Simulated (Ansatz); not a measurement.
# A convergence test on CdTe (F-43m): k mesh of the hybrid

Wanted: the cheapest k mesh of the hybrid that holds the HSE06 gap of CdTe (F-43m).

Method: DFT, HSE06, plane waves, PAW, in Ansatz 0.2.0.

## 1. The starting structure

Symmetry: F-43m, No. 216, cubic system. Conventional cell: a = 6.480 Å, b = 6.480 Å, c = 6.480 Å, α = 90.00°, β = 90.00°, γ = 90.00°. Nearest to Cd lie 4 Te at 2.81 Å. Nearest to Te lie 4 Cd at 2.81 Å. Farther neighbours and most contacts between anions are not listed.

As a file:

```cif
data_structure
_symmetry_space_group_name_H-M 'P 1'
_symmetry_Int_Tables_number 1
_cell_length_a 4.5821
_cell_length_b 4.5821
_cell_length_c 4.5821
_cell_angle_alpha 60.000
_cell_angle_beta 60.000
_cell_angle_gamma 60.000
_cell_volume 68.02
loop_
_atom_site_label
_atom_site_type_symbol
_atom_site_fract_x
_atom_site_fract_y
_atom_site_fract_z
_atom_site_occupancy
Cd1 Cd 0.00000 0.00000 0.00000 1
Te2 Te 0.25000 0.25000 0.25000 1
```

The cell and positions come from the Crystallography Open Database and are kept as given unless a step says otherwise. Spin-orbit coupling is left out unless a step names it. The default PAW set here is soft_2. Its files were made with PBE.

## 2. k mesh of the hybrid: 2×2×2

The input, input.yaml:

```yaml
crystal:
  lattice:
    - [0.0, 3.24, 3.24]
    - [3.24, 0.0, 3.24]
    - [3.24, 3.24, 0.0]
  atoms:
    - { symbol: Cd, position: [0.0, 0.0, 0.0] }
    - { symbol: Te, position: [0.25, 0.25, 0.25] }
kpoints:
  mp_grid: { grid: [2, 2, 2] }
  band_path:
    path:
      - [0.0, 0.0, 0.0]
      - [-0.5, -0.5, 0.0]
      - [-0.375, -0.375, 0.25]
      - [-0.375, 0.0, 0.375]
      - [0.0, 0.0, 0.5]
      - [-0.5, -0.25, 0.25]
    npoints: 1
hamiltonian:
  xc: hse06
scf:
  occupations: { method: fixed }
  n_extra_bands: 4
output:
  eigenvalues: true
```

Command:

```sh
$ ansatz run input.yaml --threads 3 --pin off --max-ram 92160MiB --backend cuda --events-out ev --progress --plain --runs-dir out --devices 1 --max-vram 13GiB
```

Numbers of over 12 decimals in the logs are rounded to 6 here.

Log:

```text
scf.n_extra_bands = 4 over 18 filled bands (N_el = 36.0): the run solves 22 bands
exact exchange: scf.exx.singularity resolves to wigner_seitz, which cuts the screened interaction at the faces of the exchange supercell's Wigner-Seitz cell, so that each pair interacts once, at the shortest of its separations (the periodic images that this leaves out come, for a point-like exchange hole, to about 0.034 eV on a filled level). The cut falls within the interaction's reach, and what an exchange supercel [...]
GPUs: using 1 of 1 available (devices: 1).
Engine: ansatz 0.2.0, x86_64-unknown-linux-gnu
Pseudopotentials: kind: paw
Pseudopotential: Cd, paw, valence charge 20, recommended cutoff 420 eV (normal), Cd.paw.azcp
Pseudopotential: Te, paw, valence charge 16, recommended cutoff 420 eV (normal), Te.paw.azcp
Functional definition: HSE06
  parameter a = 0.25
  parameter omega = 0.11/bohr
  exchange = pbe_x - a*pbe_x_sr(omega) + a*exact_x_sr(omega)
  correlation = pbe_c
davidson cushion auto → on  (no smearing: the cushion is to keep the highest requested band from converging to the state above it; pin scf.eigensolver.cushion to override)
device memory: the entry about to start is reckoned to put 1.1 GiB on a device that reports 49.4 GiB free (of which the cap on the GPU budget leaves the run 13.0 GiB)
GPU FFT provider: cuFFT
GPU libraries: cuBLAS 13.8.2, cuFFT 12.4.0, cuSOLVER 12.3.4
Crystal: 2 atoms, lattice volume = 68.024 Å³
Basis set: ecut = 420 eV, 1363 PW (Γ)
Bands: 22, of which v1, the nominal top of the filled ones, is band 18 counted from 1 (17 counted from 0)
Symmetry: 24 space group operations
Space group: F-43m (ITA 216), of the structure as read, at distance tolerance 4.1e-5 Å
k-points: 3 of 8
Non-local potential: Cd, projectors of the file, l = 0: 3, l = 1: 2, l = 2: 2, l = 3: 1
Non-local potential: Te, projectors of the file, l = 0: 2, l = 1: 2, l = 2: 2, l = 3: 2
PAW form: soft (Blöchl's): semilocal exchange-correlation on the pseudo side does not see the compensation charge
PAW frozen core: Cd, regenerated for the run's functional, and the local potential with it (the file was generated under x = pbe(κ = 0.804, μ = 0.219515), c = pbe(β = 0.066725))
PAW frozen core: Te, regenerated for the run's functional, and the local potential with it (the file was generated under x = pbe(κ = 0.804, μ = 0.219515), c = pbe(β = 0.066725))
PAW one-centre angular grid: Cd, 590 points (default); XC on 64 Gauss nodes
PAW one-centre angular grid: Te, 590 points (default); XC on 64 Gauss nodes
Initial density: superposition of atomic densities (neutral atoms: chi_scale 0, normalization atom), corrected by the library's trained network
Initial wavefunctions: pseudopotential atomic-orbital guess
GPU buffer pool allocated for 32768 grid points (all kernels)
GPU transforms: local potential and band sums: pruned to the plane-wave sphere, on 30×32×32
Functional: x = pbe(κ = 0.804, μ = 0.219515), c = pbe(β = 0.066725), warm-up for x = pbe(κ = 0.804, μ = 0.219515) + 0.25 (exact − pbe) at short range (hse, ω = 0.207870 Å⁻¹), c = pbe(β = 0.066725); HSE06 as pw.x's `hse` composes it (authors' and Libxc's form: `xc: wpbeh`)
SCF iter   1: F=—  HF=-15234.060910 eV  |F-HF|=—  |Δ(HF+E_count)|=         —  Δρ=7.57e-3  dr2=9.36e-2  ethr=1.77e-3  ⟨swp⟩=8.0  Hψ=295  notcnv=0
preconditioner: auto → none  [insulator: Δε(μ)=0.753 eV  Ē_g=11.374 eV  n_scr=14 (ndim 8)  ℏωp=19.1 eV  f_vac=0.191]
iter 2 solved again at ethr=1.77e-5 eV; its pass at ethr=2.60e-4 eV (dr2=6.38e-3 eV) is discarded
SCF iter   2: F=—  HF=-15234.037294 eV  |F-HF|=—  |Δ(HF+E_count)|=   2.36e-2  Δρ=2.96e-3  dr2=6.17e-3  ethr=1.77e-5  ⟨swp⟩=2.7  Hψ=319  notcnv=0
SCF iter   3: F=—  HF=-15234.037373 eV  |F-HF|=—  |Δ(HF+E_count)|=   7.89e-5  Δρ=1.26e-3  dr2=1.13e-3  ethr=1.71e-5  ⟨swp⟩=3.0  Hψ=178  notcnv=0
SCF iter   4: F=—  HF=-15234.037830 eV  |F-HF|=—  |Δ(HF+E_count)|=   4.56e-4  Δρ=4.49e-4  dr2=1.05e-4  ethr=3.13e-6  ⟨swp⟩=3.3  Hψ=186  notcnv=0
[...]
preconditioner: auto → none  [insulator: Δε(μ)=1.732 eV  Ē_g=13.327 eV  n_scr=14 (ndim 8)  ℏωp=19.1 eV  f_vac=0.216]
SCF iter   2: F=—  HF=-15242.440717 eV  |F-HF|=—  |Δ(HF+E_count)|=   3.91e-3  Δρ=1.94e-3  dr2=1.67e-3  ethr=1.37e-7  ⟨swp⟩=4.3  Hψ=274  notcnv=0
SCF iter   3: F=—  HF=-15242.447297 eV  |F-HF|=—  |Δ(HF+E_count)|=   6.58e-3  Δρ=1.31e-3  dr2=6.83e-4  ethr=1.37e-7  ⟨swp⟩=4.7  Hψ=254  notcnv=0
SCF iter   4: F=—  HF=-15242.447208 eV  |F-HF|=—  |Δ(HF+E_count)|=   8.93e-5  Δρ=4.04e-4  dr2=8.77e-5  ethr=1.37e-7  ⟨swp⟩=4.0  Hψ=209  notcnv=0
SCF iter   5: F=—  HF=-15242.447209 eV  |F-HF|=—  |Δ(HF+E_count)|=   1.64e-6  Δρ=2.00e-5  dr2=1.22e-5  ethr=1.37e-7  ⟨swp⟩=3.0  Hψ=157  notcnv=0
SCF iter   6: F=—  HF=-15242.447341 eV  |F-HF|=—  |Δ(HF+E_count)|=   1.32e-4  Δρ=1.32e-4  dr2=7.96e-6  ethr=5.46e-10  ⟨swp⟩=5.7  Hψ=284  notcnv=0  defer=1
SCF iter   7: F=-15242.447338 eV  HF=-15242.447338 eV  |F-HF|=4.11e-8  |Δ(HF+E_count)|=   2.80e-6  Δρ=8.63e-6  dr2=1.76e-7  ethr=5.46e-10  ⟨swp⟩=4.0  Hψ=224  notcnv=0
SCF 2 stopped early in 7 iterations: F = -15242.447338 eV  dr2 = 1.76e-7
  greatest PAW one-centre occupation: 1.000 electrons in one spin orbital (limit 2), on the Cd atom at site 0 (counted from 0), in its partial waves of l = 1
hybrid outer 1: dexx = +7.895e-3 eV, tail = 6.55e-5 eV
GPU FFT provider: cuFFT
GPU libraries: cuBLAS 13.8.2, cuFFT 12.4.0, cuSOLVER 12.3.4
GPU buffer pool allocated for 32768 grid points (all kernels)
GPU transforms: local potential and band sums: pruned to the plane-wave sphere, on 30×32×32
Exchange kernel: α = 0.2500, screened, ω = 0.2079 Å⁻¹, Wigner–Seitz truncation, v(0) = 805.1190 eV·Å³, q-mesh 2×2×2, nearest image of the exchange supercell L = 9.16 Å, pair-density grid 18×18×18, without the augmentation charges, whose exchange is taken in its separable form by FFT convolution over the k-point mesh (sized by the pseudopotential files, 27×27×27 at the most), smooth part of the exact exchange by density-matrix convolution in up to 340.6 MiB of GPU memory as planned if the GPU has room (build and FFT work areas not counted)
Frozen-core exchange: fock
SCF iter   1: F=—  HF=-15242.447462 eV  |F-HF|=—  |Δ(HF+E_count)|=         —  Δρ=4.56e-5  dr2=9.46e-7  ethr=9.09e-7  ⟨swp⟩=2.7  Hψ=149  notcnv=0
preconditioner: auto → none  [insulator: Δε(μ)=1.771 eV  Ē_g=13.267 eV  n_scr=14 (ndim 8)  ℏωp=19.1 eV  f_vac=0.216]
iter 2 solved again at ethr=2.00e-10 eV; its pass at ethr=2.53e-9 eV (dr2=7.19e-8 eV) is discarded
SCF iter   2: F=—  HF=-15242.447462 eV  |F-HF|=—  |Δ(HF+E_count)|=   7.64e-8  Δρ=1.59e-5  dr2=1.06e-7  ethr=2.00e-10  ⟨swp⟩=2.0  Hψ=363  notcnv=0
SCF iter   3: F=-15242.447462 eV  HF=-15242.447462 eV  |F-HF|=1.57e-8  |Δ(HF+E_count)|=   1.94e-8  Δρ=5.07e-6  dr2=4.22e-8  ethr=2.00e-10  ⟨swp⟩=3.7  Hψ=173  notcnv=0
SCF 3 converged in 3 iterations: F = -15242.447462 eV  dr2 = 4.22e-8
hybrid outer 2: dexx = +3.008e-7 eV, tail = 1.09e-7 eV, Δε = 2.76e-3 eV (about 1.94e-4 eV left of the loop's levels)
device memory: the entry about to start is reckoned to put 0.4 GiB on a device that reports 54.1 GiB free (of which the cap on the GPU budget leaves the run 13.0 GiB)
NSCF: frozen V_eff on 6 k-points
hybrid SCF converged: 2 outer / 10 inner (+5 warm-up), last move |dexx| = 3.01e-7 eV, tail = 1.09e-7 eV
Stability not checked: this state was not tested for a lower state beside it, because the functional holds exact exchange (a hybrid, or Hartree-Fock), whose exchange loop this test does not read (fock_operator; see scf.lower_state_search)
Free energy (F): -15242.447463 eV
Frozen-core exchange: fock
Harris-Foulkes:  -15242.447463 eV  (|F-HF|=1.57e-8)
Internal energy: -15242.447463 eV  (E = F + TS)
E sigma→0 (E₀):  -15242.447463 eV
Fermi energy:    7.124884 eV
--- Per-component energies (eV) ---
  E_band       = -872.089116
  E_kinetic    = 688.960778
  E_local      = -5429.035014  (includes V_loc(G=0)·N_el)
  E_nonlocal   = -276.252067
  E_hartree    = 2744.841886
  E_xc         = -241.469873
  E_vxc        = -259.628613  (∫ρ·V_xc dr)
  E_exx        = -133.811086  (= α·E_x^exact, valence–valence)
  E_paw        = -8682.874932  (= ΣΔE_a)
  E_vpaw       = -818.204742  (= ΣTr[D̂ρ^β])
  E_aug_tail   = -0.000153  (compensation charges beyond the density's cutoff)
  E_ewald      = -3912.024287
  E_core_change = -0.782715  (= ΣΔE_core)
  E_smearing   = -0.000000  (= −TS)
  E_closure    = -0.000000  (closes the sum)
  Σ components = -15242.447463   (vs F -15242.447463, Δ=0.00e0)
--- Band table (eV) ---
  k-point 0: bands = [... 14 lower, -2.4596, 7.1249, 7.1249, 7.1249, 8.8960, 12.5578, 12.5578, 12.5578]
  k-point 1: bands = [... 14 lower, -1.9320, 2.4580, 6.3040, 6.3040, 9.8465, 13.1510, 13.1510, 15.0933]
  k-point 2: bands = [... 14 lower, -1.7107, 2.5597, 5.1536, 5.1536, 10.4369, 10.6372, 17.1698, 17.4613]
```

Run time: 13 s. Hardware: 1 × NVIDIA H100 80GB HBM3 (shared by 6 runs) with 3 threads of AMD EPYC 7R13 (Zen 3), shared host; peak memory 1 GiB; 8.8 s of CPU time.

This step gave:

```
gap                     : 1.771 eV
valence top at          : Γ
conduction bottom at    : Γ
least direct gap        : 1.771 eV
exact-exchange fraction : 0.25
```

The gap is direct, at Γ.

## 3. k mesh of the hybrid: 4×4×4

input.yaml, as its differences from that of step 2:

```diff
@@ -9,3 +9,3 @@
 kpoints:
-  mp_grid: { grid: [2, 2, 2] }
+  mp_grid: { grid: [4, 4, 4] }
   band_path:
```

Log:

```text
[...]
GPUs: using 1 of 1 available (devices: 1).
[...]
GPU FFT provider: cuFFT
GPU libraries: cuBLAS 13.8.2, cuFFT 12.4.0, cuSOLVER 12.3.4
Crystal: 2 atoms, lattice volume = 68.024 Å³
Basis set: ecut = 420 eV, 1363 PW (Γ)
Bands: 22, of which v1, the nominal top of the filled ones, is band 18 counted from 1 (17 counted from 0)
Symmetry: 24 space group operations
[...]
k-points: 8 of 64 (time reversal used)
[...]
E sigma→0 (E₀):  -15243.577111 eV
Fermi energy:    6.991952 eV
[...]
--- Band table (eV; the first three rows and the last of 8) ---
  k-point 0: bands = [... 14 lower, -2.3874, 6.9920, 6.9920, 6.9920, 8.6458, 12.4591, 12.4591, 12.4591]
  k-point 1: bands = [... 14 lower, -2.3881, 4.1461, 6.5374, 6.5374, 9.8411, 13.0403, 13.0403, 13.2468]
  k-point 2: bands = [... 14 lower, -1.9263, 2.2583, 6.1638, 6.1638, 9.6494, 13.0460, 13.0460, 14.9287]
  k-point 7: bands = [... 14 lower, -1.6533, 2.5536, 4.4904, 4.6617, 12.2489, 12.4162, 13.5074, 14.1273]
[key lines of the parts left out:]
Free energy (F): -15243.577111 eV
```

It took 19 s on 1 × NVIDIA H100 80GB HBM3 (shared by 6 runs) with 3 threads; peak memory 1.1 GiB.

This step gave:

```
gap                  : 1.654 eV
valence top at       : Γ
conduction bottom at : Γ
least direct gap     : 1.654 eV
```

The gap is 1.654 eV, −0.117 eV from the run before at this level.

## 4. k mesh of the hybrid: 6×6×6

input.yaml, as its differences from that of step 3:

```diff
@@ -9,3 +9,3 @@
 kpoints:
-  mp_grid: { grid: [4, 4, 4] }
+  mp_grid: { grid: [6, 6, 6] }
   band_path:
```

Log:

```text
[...]
GPUs: using 1 of 1 available (devices: 1).
[...]
GPU FFT provider: cuFFT
GPU libraries: cuBLAS 13.8.2, cuFFT 12.4.0, cuSOLVER 12.3.4
Crystal: 2 atoms, lattice volume = 68.024 Å³
Basis set: ecut = 420 eV, 1363 PW (Γ)
Bands: 22, of which v1, the nominal top of the filled ones, is band 18 counted from 1 (17 counted from 0)
Symmetry: 24 space group operations
[...]
k-points: 16 of 216 (time reversal used)
[...]
E sigma→0 (E₀):  -15243.623264 eV
Fermi energy:    6.982814 eV
[...]
--- Band table (eV; the first three rows and the last of 16) ---
  k-point 0: bands = [... 14 lower, -2.3820, 6.9828, 6.9828, 6.9828, 8.6194, 12.4509, 12.4509, 12.4509]
  k-point 1: bands = [... 14 lower, -2.3832, 5.2345, 6.7416, 6.7416, 9.6721, 12.5526, 12.8132, 12.8132]
  k-point 2: bands = [... 14 lower, -2.2081, 3.1748, 6.3325, 6.3325, 9.7531, 13.0943, 13.0943, 14.1704]
  k-point 15: bands = [... 14 lower, -1.6740, 2.4962, 4.5983, 4.7250, 11.5038, 11.5895, 14.6533, 14.9136]
[key lines of the parts left out:]
Free energy (F): -15243.623264 eV
```

Run time: 23 s. Hardware: 1 × NVIDIA H100 80GB HBM3 (shared by 6 runs) with 3 threads; peak memory 1.3 GiB; 26 s of CPU time.

Numbers from this step:

```
gap                  : 1.637 eV
valence top at       : Γ
conduction bottom at : Γ
least direct gap     : 1.637 eV
```

The gap is 1.637 eV, −0.017 eV from the run before at this level.

## 5. The series

Differences are against the last row; a negative gap means that bands overlap, and a run with a band path holds that path's time. Times are wall times on 1 × NVIDIA H100 80GB HBM3 (shared by 6 runs) with 3 threads of AMD EPYC 7R13 (Zen 3), shared host, good to a factor of about two.

```
k mesh of the hybrid  gap (eV)  direct gap (eV)  gap error (eV)  energy error (meV/atom)  irreducible k  time
               2×2×2     1.771            1.771          +0.135                   +587.9              3  13 s
               4×4×4     1.654            1.654          +0.017                    +23.1              8  19 s
               6×6×6     1.637            1.637          +0.000                     +0.0             16  23 s
```

## 6. Outcome

* 2×2×2: 1.771 eV
* 4×4×4: 1.654 eV
* 6×6×6: 1.637 eV

**Reading.** The gap holds to 0.02 eV from 4×4×4 on. At 2×2×2 the gap is off by +0.135 eV and the energy by +588 meV/atom. The gap is read over the mesh and added points near the edges, so meshes differ mainly through the density and, for a hybrid, the exchange operator.

[Paths, hosts, dates, memory and timing lines, banners, echoed tables and standing remarks are left out of the program output.]

[Logs are printed without paths, hosts, clocks, repeated set-up lines and the standing remarks that a program may print on its own settings, such as how far it seeks lower states.]

[Runs of the session that timed out or met a known fault of the program may be left out.]

[Cells called generated may have been cut or substituted from an entry of the Crystallography Open Database or the Materials Project.]

[Hosts, paths, dates, database ids (printed as entryN), source tags and the programs' standing remarks are cut or masked in the printed files.]
